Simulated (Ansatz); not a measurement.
# Mo wire along [111], 19 atoms a period: bands along the axis, part 2 of 2

Wanted: the relaxed geometry and the bands of the Mo wire along [111], 19 atoms a period.

Ansatz 0.2.0; DFT PBE, plane waves, PAW; relaxation of a wire's period; PAW set soft_1 (the session's first sound run).

So far: Starting point; Relaxing the period.

### 2. Relaxing the period (continued)

Relaxation path:

```
step  energy less that of the first step (eV)  largest force component (eV/Å)  pressure (GPa)  volume (Å³)
   1                                   0.0000                          1.6609           -5.95       737.39
   2                                  -1.1134                          1.1312            3.46       708.24
   3                                  -1.4918                          0.5567           -0.11       720.03
   4                                  -1.5451                          0.2288            0.09       720.31
   5                                  -1.5682                          0.0582           -0.21       720.03
   6                                  -1.5700                          0.0071           -0.02       720.32
  7*                                  -1.5681                          0.0070           -0.02       720.32
```

Relaxation steps marked * repeat the geometry before them on a plane-wave basis chosen anew for their cell, so energy and pressure can jump there.

Forces are held to the 4 operations that the run works with; a distortion that breaks them can't arise in this run.

```
cell as run  before  after  change
      c (Å)   2.737  2.673  -2.3 %
```

The atoms that moved most (Å, along periodic axes as changes of fractional coordinates times the final cell, across vacuum about the mean position):

```
atom      dx      dy      dz  length
 Mo7   0.000   0.172   0.020   0.173
Mo14   0.000  -0.172  -0.020   0.173
Mo10  -0.147  -0.084   0.021   0.171
 Mo5   0.147  -0.084   0.021   0.171
Mo16  -0.147   0.084  -0.021   0.171
Mo11   0.147   0.084  -0.021   0.171
Mo12  -0.031   0.018   0.006   0.036
Mo15   0.031   0.018   0.006   0.036
```

This step gave:

```yaml
energy_at_zero_smearing: -94146.2255 eV
cell_length_along_the_wire: 2.673 Å
```

The cell's length comes to 2.673 Å with spin left out.

### 3. The wire at its relaxed period

This step: DFT PBE, plane waves, PAW; bands of a perfect wire; PAW set soft_1 (Ansatz 0.2.0).

At the relaxed period the bands are computed along the axis; those that cross an energy going forward count the channels that a perfect wire would open there.

Contents of input.yaml:

```yaml
crystal:
  lattice:
    - [15.738, 0.0, 0.0]
    - [0.0, 17.121, 0.0]
    - [0.0, 0.0, 2.6733059749]
  atoms:
    - { symbol: Mo, position: [0.218220297, 0.499985888, 0.0] }
    - { symbol: Mo, position: [0.359107035, 0.724186401, 0.99989176] }
    - { symbol: Mo, position: [0.5, 0.499985888, 0.0] }
    - { symbol: Mo, position: [0.640892965, 0.724186401, 0.99989176] }
    - { symbol: Mo, position: [0.225381966, 0.645756501, 0.341049079] }
    - { symbol: Mo, position: [0.356043352, 0.423601454, 0.331274411] }
    - { symbol: Mo, position: [0.5, 0.208635535, 0.340896824] }
    - { symbol: Mo, position: [0.5, 0.652651128, 0.331691408] }
    - { symbol: Mo, position: [0.643956648, 0.423601454, 0.331274411] }
    - { symbol: Mo, position: [0.774618034, 0.645756501, 0.341049079] }
    - { symbol: Mo, position: [0.225381966, 0.354215276, 0.658950921] }
    - { symbol: Mo, position: [0.356043352, 0.576370322, 0.668725589] }
    - { symbol: Mo, position: [0.5, 0.347320649, 0.668308592] }
    - { symbol: Mo, position: [0.5, 0.791336241, 0.659103176] }
    - { symbol: Mo, position: [0.643956648, 0.576370322, 0.668725589] }
    - { symbol: Mo, position: [0.774618034, 0.354215276, 0.658950921] }
    - { symbol: Mo, position: [0.359107035, 0.275785375, 0.00010824] }
    - { symbol: Mo, position: [0.640892965, 0.275785375, 0.00010824] }
    - { symbol: Mo, position: [0.781779703, 0.499985888, 0.0] }
kpoints:
  mp_grid: { grid: [1, 1, 30] }
  band_path: { path: ["Γ", Z], npoints: 90 }
scf:
  occupations: { method: fermi_dirac, width: 0.05 }
hamiltonian:
  xc: pbe
  pseudopotentials: { kind: paw, azcp: { folder: soft_1 } }
output:
  dos: { e_range: [-5, 4] }
  write_potential: true
  write_density: true
  volumetric_format: npy
```

Run with:

```
> ansatz run input.yaml --threads 4 --pin off --max-ram 16384MiB --backend cpu --events-out ev --progress --plain --runs-dir out
```

Numbers of over 12 decimals in the logs are rounded to 6 here.

The log of the run:

```text
[...]
Crystal: 19 atoms, lattice volume = 720.323 Å³
Basis set: ecut = 420 eV, 14169 PW (Γ)
Bands: 160, of which v1, the nominal top of the filled ones, is band 133 counted from 1 (132 counted from 0)
Symmetry: 4 space group operations
[...]
k-points: 16 of 30
[...]
SCF iter   1: F=—  HF=-94162.797176 eV  |F-HF|=—  |Δ(HF+E_count)|=         —  Δρ=6.60e-2  dr2=1.20e2  ethr=3.10e-3  ⟨swp⟩=9.6  Hψ=12400  notcnv=0
[...]
SCF iter  11: F=-94146.300988 eV  HF=-94146.300988 eV  |F-HF|=2.65e-9  |Δ(HF+E_count)|=   1.32e-7  Δρ=2.16e-6  dr2=5.07e-8  ethr=3.76e-11  ⟨swp⟩=12.6  Hψ=8695  notcnv=0
SCF 1 converged in 11 iterations: F = -94146.300988 eV  dr2 = 5.07e-8
[...]
NSCF: frozen V_eff on 91 k-points
WARN: The output density's exchange-correlation potential varies sharply where the density is thin. Do not read a vacuum level from v_tot or v_xc, or from such a field of the output density. On a cell that repeats whose density bears no net charge and no dipole along the vacuum's axis use v_es (v_loc + v_h of the components); under efield.dipole_correction with no amplitude use v_es + v_field, which holds any externa [...]
SCF converged after 11 iterations
Free energy (F): -94146.300988 eV
[...]
Internal energy: -94146.150151 eV  (E = F + TS)
E sigma→0 (E₀):  -94146.225569 eV
Entropy (-TS):   -0.150837 eV (-7.939 meV/atom)
Fermi energy:    6.283910 eV
[...]
--- Band table (eV; the first three rows and the last of 16) ---
  k-point 0: bands = [... 129 lower, 5.9482, 6.0133, 6.0208, 6.1208, 6.2446, 6.6643, 6.6959, 6.7074, ... 23 higher]
  k-point 1: bands = [... 129 lower, 5.9385, 5.9486, 5.9991, 6.0693, 6.2508, 6.6029, 6.6314, 6.6979, ... 23 higher]
  k-point 2: bands = [... 129 lower, 5.7619, 5.8956, 5.9468, 5.9515, 6.2315, 6.4521, 6.4775, 6.6451, ... 23 higher]
  k-point 15: bands = [... 129 lower, 6.6327, 6.8162, 6.8197, 7.0640, 7.0938, 7.1824, 7.2176, 7.2242, ... 23 higher]
```

It took 53 s on 4 threads of AMD EPYC 9R45, shared host; peak memory 5.5 GiB; 3.5 min of CPU time.

In the SCF lines HF is the Harris–Foulkes energy and dr2 the Hartree energy of the density residual, in eV; the loop may stop once dr2 is under the threshold and the program's other checks hold. Hψ counts applications of the Hamiltonian.

This step gave:

- energy at zero smearing: -94146.2256 eV
- band gap: 0 eV

Electronic bands along the path, in eV, zero at the Fermi level; # counts the bands kept:

```
  point    #51    #52    #53    #54    #55    #56    #57   #58
      Γ  -0.27  -0.26  -0.16  -0.04   0.38   0.41   0.42  0.85
halfway  -0.65  -0.57  -0.56  -0.39  -0.37  -0.21  -0.08  0.03
      Z   0.53   0.54   0.78   0.81   0.90   0.93   0.94  1.02
```

Between Γ and Z the bands cross the Fermi level 19 times, so a perfect wire would conduct at least 19 G₀, with spin left out.

### 4. What came out

* cell length, PBE: 2.673 Å
* ballistic conductance by band crossings, a lower bound, PBE: 19 G₀

Under PBE the cell's length is 2.67 Å, and the bands cross the Fermi level 19 times between Γ and Z, which gives a perfect wire at least 19 G₀ (opposite crossings within one step of the path cancel in such a count). No spin was allowed, though thin wires with open d shells can turn magnetic.

[Logs are printed without paths, hosts, clocks, repeated set-up lines and the standing remarks that a program may print on its own settings, such as how far it seeks lower states.]

[Hosts, paths, dates, database ids (printed as entryN), source tags and the programs' standing remarks are cut or masked in the printed files.]
